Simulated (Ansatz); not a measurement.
# How Sr(100) screens a field, part 2 of 2

Wanted: the response of a Sr(100) slab to a perpendicular field.

Ansatz 0.2.0; plane-wave DFT, r2SCAN, Ansatz PAW.

So far. Step 6 (Single point, field -0.1 V/Å): The dipole is -0.242 e·Å.

## Step 7: Atoms held, field 0.15 V/Å

Contents of input.yaml:

```yaml
crystal:
  lattice:
    - [4.2992092296, 0.0, 0.0]
    - [0.0, 4.2992092296, 0.0]
    - [0.0, 0.0, 36.24]
  atoms:
    - { symbol: Sr, position: [0.0, 0.0, 0.2483443709] }
    - { symbol: Sr, position: [0.5, 0.5, 0.3322295806] }
    - { symbol: Sr, position: [0.0, 0.0, 0.4161147903] }
    - { symbol: Sr, position: [0.5, 0.5, 0.5] }
    - { symbol: Sr, position: [0.0, 0.0, 0.5838852097] }
    - { symbol: Sr, position: [0.5, 0.5, 0.6677704194] }
    - { symbol: Sr, position: [0.0, 0.0, 0.7516556291] }
kpoints:
  mp_grid: { grid: [12, 12, 1] }
hamiltonian:
  xc: r2scan
scf:
  occupations: { method: fermi_dirac, width: 0.1 }
  convergence: { dr2_threshold: 1.0e-10 }
efield:
  axis: 3
  dipole_correction: true
  ramp_position: 0.97
  ramp_width: 0.06
  amplitude: 0.15
output:
  forces: true
  write_potential: true
  write_density: true
  volumetric_format: npy
  elf: true
```

The run is started by

```console
$ ansatz run input.yaml --threads 4 --pin off --max-ram 6144MiB --backend cpu --events-out ev --progress --plain --runs-dir out
```

Output:

```text
[...]
Crystal: 7 atoms, lattice volume = 669.831 Å³
Basis set: ecut = 500 eV, 16989 PW (Γ), exchange–correlation on 128×128×1080 points (64 copies of the dense FFT grid, shifted against one another)
Bands: 42, of which v1, the nominal top of the filled ones, is band 35 counted from 1 (34 counted from 0)
Symmetry: 8 space group operations
k-points: 28 of 144
[...]
k-point 0: bands = [... 31 lower, -0.6283, 0.0041, 0.6329, 1.1350, 2.3280, 2.4834, 2.4865, 2.6017, ... 10 higher]
  k-point 1: bands = [... 31 lower, -0.5598, 0.0698, 0.6973, 1.2004, 2.3581, 2.4823, 2.5154, 2.6009, ... 10 higher]
  k-point 2: bands = [... 31 lower, -0.3611, 0.2588, 0.8815, 1.3877, 2.3940, 2.4674, 2.5441, 2.6014, ... 10 higher]
  k-point 27: bands = [... 31 lower, 1.6375, 1.8681, 1.8987, 2.0225, 2.4414, 2.4414, 2.4584, 2.4584, ... 10 higher]
[key lines of the parts left out:]
SCF converged after 15 iterations
Free energy (F): -24885.113191 eV
Fermi energy:    1.907764 eV
Dipole field:    D = 0.098028 V/Å  (p = 0.362874 e·Å, saw-weighted, corrected)
```

Wall time 38 s (4 threads of Intel Xeon 6975P-C (Granite Rapids), shared host); peak memory 2.5 GiB; 2.4 min of CPU time.

Running mean over 3.04 Å of the planar mean, with the applied field; the ramp of the sawtooth is left out. Electron's electrostatic potential energy less the Fermi level against z:

```
z (Å)  electron's electrostatic potential energy less the Fermi level (eV)
    4                                                                 2.22
    5                                                                 2.31
    6                                                                 2.15
    7                                                                0.862
    8                                                                -3.20
    9                                                                -4.16
   10                                                                -4.04
   11                                                                -3.92
   12                                                                -3.90
   13                                                                -3.93
   14                                                                -3.95
   15                                                                -3.95
   16                                                                -3.95
   17                                                                -3.95
   18                                                                -3.95
   19                                                                -3.95
   20                                                                -3.95
   21                                                                -3.95
   22                                                                -3.95
   23                                                                -3.94
   24                                                                -3.91
   25                                                                -3.90
   26                                                                -4.00
   27                                                                -4.16
   28                                                                -3.71
   29                                                             -0.00430
   30                                                                 2.15
   31                                                                 2.66
   32                                                                 2.87
```

The dipole is 0.363 e·Å.

## Step 8: The response

This step: plane-wave DFT, r2SCAN, Ansatz PAW; screening of a field by a metal slab (Ansatz 0.2.0).

The dipoles give the slope, and the difference of two potentials shows where the field is screened.

This step gave:

```yaml
equivalent_conductor_thickness_p_eps_0ae: 23.67 Å
distance_between_the_outer_atoms: 18.24 Å
inner_field_over_outer_field: 0.002028
image_plane_upper_face: 2.673 Å
induced_electrons_on_the_upper_face_over_eps_0e: -0.9995
image_plane_lower_face: 2.673 Å
induced_electrons_on_the_lower_face_over_eps_0e: 0.9994
```

The dipole of the cell by applied field:

```
applied field (V/Å)  dipole of the cell (e·Å)
             -0.100                    -0.242
             -0.030                   -0.0725
              0.000                         0
              0.030                    0.0725
              0.100                     0.242
              0.150                     0.363
```

Local field over the applied field, running mean. From the potentials at -0.03 and 0.03 V/Å; running mean over 3.04 Å. Table of local field over applied field by z:

```
z (Å)  local field over applied field
    5                           0.879
    6                           0.655
    7                           0.312
    8                          0.0367
    9                         -0.0596
   10                         -0.0203
   11                         0.00817
   12                         0.00230
   13                          9.9e-4
   14                         0.00525
   15                         0.00287
   16                          1.6e-4
   17                         0.00153
   18                         0.00282
   19                         0.00199
   20                          2.3e-4
   21                         0.00187
   22                         0.00533
   23                         0.00218
   24                          7.7e-4
   25                         0.00798
   26                        -0.00859
   27                         -0.0572
   28                        -0.00368
   29                           0.233
   30                           0.578
   31                           0.840
```

Electrons, planar mean, per unit field. The induced electron density by z:

```
z (Å)  induced electron density (e/Å³ per V/Å)
    5                                   5.4e-4
    6                                  0.00166
    7                                  0.00293
    8                                  0.00134
    9                                 -0.00112
   10                                  -3.3e-4
   11                                   3.8e-4
   12                                  -4.5e-5
   13                                  -1.9e-4
   14                                   1.3e-4
   15                                   3.8e-5
   16                                  -9.4e-5
   17                                   3.7e-5
   18                                   4.5e-6
   19                                  -6.7e-5
   20                                   6.7e-5
   21                                  -7.3e-6
   22                                  -1.7e-4
   23                                   1.1e-4
   24                                   1.3e-4
   25                                  -3.5e-4
   26                                   8.0e-5
   27                                  0.00103
   28                                  -4.6e-4
   29                                 -0.00294
   30                                 -0.00203
   31                                  -7.3e-4
```

By hand: between -0.03 and 0.03 V/Å the dipole changes by 0.1451 e·Å, a slope of 2.418 e·Å²/V. A perfect conductor of thickness t has p = ε₀AEt, so t = 180.95 × 2.418 / 18.483 = 23.67 Å (e/ε₀ = 180.95 V·Å, A in Å²). Less the 18.24 Å between the outer atoms, and halved, that puts each image plane 2.72 Å out.

The induced dipole is that of a conductor 23.67 Å thick.

## Step 9: Varying the input

This step: plane-wave DFT, r2SCAN, Ansatz PAW (Ansatz 0.2.0).

A run with a changed input: it repeats the earlier run at 0.03 V/Å with scf.mixing.algorithm to anderson, scf.mixing.beta to 0.1 and scf.mixing.ndim to 2.

input.yaml, as its differences from that of step 7:

```diff
@@ -20,2 +20,3 @@
   convergence: { dr2_threshold: 1.0e-10 }
+  mixing: { algorithm: anderson, beta: 0.1, ndim: 2 }
 efield:
@@ -25,3 +26,3 @@
   ramp_width: 0.06
-  amplitude: 0.15
+  amplitude: 0.03
 output:
@@ -31,2 +32 @@
   volumetric_format: npy
-  elf: true
```

Output:

```text
[...]
Crystal: 7 atoms, lattice volume = 669.831 Å³
Basis set: ecut = 500 eV, 16989 PW (Γ), exchange–correlation on 128×128×1080 points (64 copies of the dense FFT grid, shifted against one another)
Bands: 42, of which v1, the nominal top of the filled ones, is band 35 counted from 1 (34 counted from 0)
Symmetry: 8 space group operations
k-points: 28 of 144
[...]
SCF iter   1: F=—  HF=-24885.189372 eV  |F-HF|=—  |Δ(HF+E_count)|=         —  Δρ=4.61e-3  dr2=2.10e1  dr2_τ=1.73e-2  ethr=1.77e-3  p=0.000 e·Å  D=2.25e-14 V/Å  ΔV_dip=-0.00 eV  dr2_dipole=1.80e1  V_vac-E_F(+/−)=2.72/1.72 eV  ⟨swp⟩=16.8  Hψ=8260  notcnv=0
[...]
SCF iter  64: F=-24885.087072 eV  HF=-24885.087072 eV  |F-HF|=3.64e-10  |Δ(HF+E_count)|=  2.55e-11  Δρ=3.78e-8  dr2=8.67e-11  dr2_τ=2.52e-13  ethr=1.00e-12  p=0.073 e·Å  D=1.96e-2 V/Å  ΔV_dip=-0.71 eV  dr2_dipole=1.51e-11  V_vac-E_F(+/−)=2.70/2.41 eV  ⟨swp⟩=6.9  Hψ=5801  notcnv=0
SCF 1 converged in 64 iterations: F = -24885.087072 eV  dr2 = 8.67e-11
[...]
SCF converged after 64 iterations
Stability not checked: this state was not tested for a lower state beside it, because the mixer in use, unlike msr1, does not test its closes by its own steps (another_mixer; see scf.mixing.algorithm and scf.lower_state_search)
Free energy (F): -24885.087072 eV
[...]
Internal energy: -24884.802488 eV  (E = F + TS)
E sigma→0 (E₀):  -24884.944780 eV
Entropy (-TS):   -0.284583 eV (-40.655 meV/atom)
Fermi energy:    1.911748 eV
Dipole field:    D = 0.019591 V/Å  (p = 0.072519 e·Å, saw-weighted, corrected)
Work function:   not extracted (applied field tilts the vacuum); planar V_es + V_field profile in the machine report
[...]
--- Forces (eV/Å), atoms counted from 1 ---
  atom   1  Sr     0.00000000     0.00000000     0.04050356
  atom   2  Sr    -0.00000000     0.00000000    -0.05704744
  atom   3  Sr     0.00000000     0.00000000     0.00059802
  atom   4  Sr    -0.00000000     0.00000000    -0.00008081
  atom   5  Sr    -0.00000000     0.00000000    -0.00065317
  atom   6  Sr     0.00000000     0.00000000     0.05816432
  atom   7  Sr    -0.00000000     0.00000000    -0.04148235
  max |Σ_I F_I| component: 2.13e-6 eV/Å
--- Band table (eV; the first three rows and the last of 28) ---
  k-point 0: bands = [... 31 lower, -0.6245, 0.0079, 0.6368, 1.1390, 2.3952, 2.4303, 2.4874, 2.6056, ... 10 higher]
  k-point 1: bands = [... 31 lower, -0.5560, 0.0736, 0.7012, 1.2044, 2.4214, 2.4526, 2.4969, 2.6048, ... 10 higher]
  k-point 2: bands = [... 31 lower, -0.3573, 0.2626, 0.8854, 1.3917, 2.4113, 2.4820, 2.5560, 2.5766, ... 10 higher]
  k-point 27: bands = [... 31 lower, 1.6415, 1.8720, 1.9026, 2.0265, 2.4455, 2.4455, 2.4622, 2.4622, ... 10 higher]
```

The job ended after 87 s (4 threads; peak memory 2.5 GiB).

Numbers from this step:

| Property | Result |
| --- | --- |
| energy at zero smearing | -24884.9448 eV |
| dipole along the normal | 0.07252 e·Å |

Force by atom:

```
atom  x (eV/Å)  y (eV/Å)  z (eV/Å)    size
 Sr1    0.0000    0.0000    0.0405  0.0405
 Sr2    0.0000    0.0000   -0.0570  0.0570
 Sr3    0.0000    0.0000    0.0006  0.0006
 Sr4    0.0000    0.0000   -0.0001  0.0001
 Sr5    0.0000    0.0000   -0.0007  0.0007
 Sr6    0.0000    0.0000    0.0582  0.0582
 Sr7    0.0000    0.0000   -0.0415  0.0415
```

```
                     quantity  this run  earlier run  difference
dipole along the normal (e·Å)   0.07252      0.07253     -1.5e-5
```

The dipole moves by under 0.5 % or 5e-5 e·Å. The run took 64 SCF cycles against 12.

## Step 10: Varying the input

An input spoilt on purpose, to show how the run answers: it repeats the earlier run at 0.03 V/Å with basis.ecutwfc to 80 eV, and scf.max_iter set to 60; its output block differs too.

input.yaml, as its differences from that of step 9:

```diff
@@ -20,3 +20,3 @@
   convergence: { dr2_threshold: 1.0e-10 }
-  mixing: { algorithm: anderson, beta: 0.1, ndim: 2 }
+  max_iter: 60
 efield:
@@ -32 +32,3 @@
   volumetric_format: npy
+basis:
+  ecutwfc: "80 eV"
```

Output:

```text
Warning: basis.ecutwfc = 80 eV is below the records' recommended 500 eV, and the density's cutoff is lower with it unless basis.ecutrho_ratio is high enough to keep the records' density cutoff: compare with a run at a higher cutoff
[...]
Crystal: 7 atoms, lattice volume = 669.831 Å³
Basis set: ecut = 80 eV, 1057 PW (Γ), exchange–correlation on 60×60×432 points (64 copies of the dense FFT grid, shifted against one another)
Bands: 42, of which v1, the nominal top of the filled ones, is band 35 counted from 1 (34 counted from 0)
Symmetry: 8 space group operations
k-points: 28 of 144
[...]
SCF iter   1: F=—  HF=-24725.042351 eV  |F-HF|=—  |Δ(HF+E_count)|=         —  Δρ=1.06e-1  dr2=8.27e1  dr2_τ=2.01e1  ethr=1.77e-3  p=0.000 e·Å  D=5.51e-14 V/Å  ΔV_dip=-0.00 eV  dr2_dipole=1.87e1  V_vac-E_F(+/−)=2.07/1.08 eV  ⟨swp⟩=12.5  Hψ=6620  notcnv=0
[...]
SCF iter  13: F=-24703.591881 eV  HF=-24703.591881 eV  |F-HF|=7.28e-11  |Δ(HF+E_count)|=   4.72e-8  Δρ=2.85e-8  dr2=7.12e-11  dr2_τ=1.12e-13  ethr=1.00e-12  p=0.071 e·Å  D=1.92e-2 V/Å  ΔV_dip=-0.70 eV  dr2_dipole=1.87e-11  V_vac-E_F(+/−)=2.89/2.60 eV  ⟨swp⟩=16.2  Hψ=11221  notcnv=0
WARN: efield: at this solve's end the planar-averaged density reaches 1.05e-4 e/Å³ inside the ramp window [0.9424, 0.0576] (bound 1e-5 e/Å³); the window's nearer edge stands 6.91 Å from this solve's nearest atom along the axis. Its free energy, forces, stress, dipole, levels and responses can be off, and this figure does not tell by how much. The cell may have no vacuum along `efield.axis`. A short vacuum, a low `basis.ecutwfc` or `basis.ecutrho_ratio` and negative occupations (`scf.occupations.method`) can put density there. See the manual's quickstart, § The vacuum guard
SCF 1 converged in 13 iterations: F = -24703.591881 eV  dr2 = 7.12e-11
[...]
SCF converged after 13 iterations
Free energy (F): -24703.591881 eV
[...]
Internal energy: -24703.386218 eV  (E = F + TS)
E sigma→0 (E₀):  -24703.489049 eV
Entropy (-TS):   -0.205663 eV (-29.380 meV/atom)
Fermi energy:    2.357470 eV
Dipole field:    D = 0.019208 V/Å  (p = 0.071102 e·Å, saw-weighted, corrected)
Work function:   not extracted (applied field tilts the vacuum); planar V_es + V_field profile in the machine report
[...]
Vacuum region:   at the solve's end the planar-averaged density reaches 1.05e-4 e/Å³ inside the ramp window [0.9424, 0.0576] (bound 1e-5 e/Å³)
[...]
--- Forces (eV/Å), atoms counted from 1 ---
  atom   1  Sr    -0.00000000     0.00000000     0.10999913
  atom   2  Sr     0.00000000     0.00000000    -0.04833640
  atom   3  Sr    -0.00000000     0.00000000     0.00114361
  atom   4  Sr     0.00000000     0.00000000     0.00002159
  atom   5  Sr    -0.00000000     0.00000000    -0.00111854
  atom   6  Sr    -0.00000000     0.00000000     0.04880291
  atom   7  Sr     0.00000000     0.00000000    -0.10983708
  max |Σ_I F_I| component: 6.75e-4 eV/Å
--- Band table (eV; the first three rows and the last of 28) ---
  k-point 0: bands = [... 31 lower, -0.6069, 0.1148, 0.7994, 1.2941, 2.8942, 2.9367, 3.1036, 3.2414, ... 3 higher]
  k-point 1: bands = [... 31 lower, -0.5458, 0.1732, 0.8710, 1.3773, 2.9305, 2.9697, 3.0978, 3.2204, ... 3 higher]
  k-point 2: bands = [... 31 lower, -0.3265, 0.3777, 1.0750, 1.5912, 2.9560, 3.0112, 3.1269, 3.1731, ... 3 higher]
  k-point 27: bands = [... 31 lower, 1.8356, 2.1796, 2.2087, 2.3783, 3.0387, 3.0387, 3.0409, 3.0409, ... 3 higher]
```

It took 2.7 s on 4 threads; peak memory 0.48 GiB; 9.4 s of CPU time.

```
                     quantity  this run  earlier run  difference
dipole along the normal (e·Å)   0.07110      0.07253     -0.0014
```

It moves by -0.00143 e·Å.

With this change the program also warns of density in the ramp of the sawtooth; these numbers are not the system's.

## Step 11: What came out

```yaml
work_function: 2.56 eV
image_plane_upper_face: 2.67 Å
induced_electrons_on_the_upper_face_over_eps_0e: -0.999
equivalent_conductor_thickness_p_eps_0ae: 23.7 Å
inner_field_over_outer_field: 0.00203
```

**Reading.** The induced charge has its centre 2.67 Å outside the outermost atoms; this is the plane from which a capacitor's gap or an image potential counts. The equivalent conductor thickness exceeds the distance between the outer atoms by 5.43 Å, about the sum of the two image-plane distances. In the middle of the slab the field is screened to under 0.5 % of its outer value. The atoms are held at bulk positions with the tabulated experimental lattice constant.

[Long decimals in the printed logs are rounded to 6 places.]

[Logs are printed without paths, hosts, clocks, repeated set-up lines and the standing remarks that a program may print on its own settings, such as how far it seeks lower states.]

[Hosts, paths, dates, database ids (printed as entryN), source tags and the programs' standing remarks are cut or masked in the printed files.]

[Maps of the electrostatic potential energy from Ansatz leave out the sawtooth potential of an applied field or a dipole correction, so their vacuum need not be flat; planar profiles and work functions include it.]
